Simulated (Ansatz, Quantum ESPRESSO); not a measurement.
## Ta [001], bcc: pulling along c

The c axis is held at a set length while the cell relaxes sideways. How do the lateral strain and the stress follow? The strained cell has c along the load; unstrained it is a = 3.2806 Å, b = 3.2806 Å, c = 3.2806 Å, α = 90.00°, β = 90.00°, γ = 90.00°, with 2 atoms.

Calculated with Ansatz 0.2.0, PBEsol, PAW files of the set soft_1, cutoff 600 eV, Fermi–Dirac smearing 0.05 eV, k-mesh 13×13×13, no spin polarisation, no spin-orbit coupling.

Relaxed positions at 0 %:

```csv
atom,x,y,z
Ta,0.0000,0.0000,0.0000
Ta,0.5000,0.5000,0.5000
```

```
ε_c (%)   a (Å)   c (Å)  ε_a (%)  σ (GPa, tension positive)
     −3  3.3218  3.1822    1.257                      −4.80
     −2  3.3081  3.2150    0.840                      −3.33
     −1  3.2953  3.2478    0.448                      −1.74
      0  3.2830  3.2806    0.073                      −0.08
      2  3.2592  3.3462   −0.651                       3.02
      3  3.2477  3.3790   −1.003                       4.46
```

**Question.** Fit both responses and give the free strain and the stress at +1 %, a row left out above.

Least squares with y = y0 + y1 ε + y2 ε² (ε in %) gives ε_a = 0.070 + (−0.3753) ε + (0.0063) ε² and σ = −0.13 + (1.559) ε + (−0.005) ε² GPa. The linear terms put the ratio of free to applied strain at −0.375 and the Young modulus at 156 GPa.

At +1 % the free strain comes out as −0.299 %. The run itself gives −0.296 %, so the estimate misses by 0.003 %; the fitted rows themselves lie up to 0.006 % off the law.

The stress comes out as 1.43 GPa. The run itself gives 1.48 GPa, so the estimate misses by 0.06 GPa; the fitted rows themselves lie up to 0.06 GPa off the law.

Along a cube axis ν = C12/(C11 + C12) and Y = (C11 − C12)(C11 + 2C12)/(C11 + C12), so C11 = Y(1 − ν)/[(1 + ν)(1 − 2ν)] = 284 GPa and C12 = 171 GPa.

The same fit over all rows at other levels or in other programs gives the strain ratio = −0.372 with PBEsol (Quantum ESPRESSO, GBRV).

[Logs are printed without paths, hosts, clocks, repeated set-up lines and the standing remarks that a program may print on its own settings, such as how far it seeks lower states.]
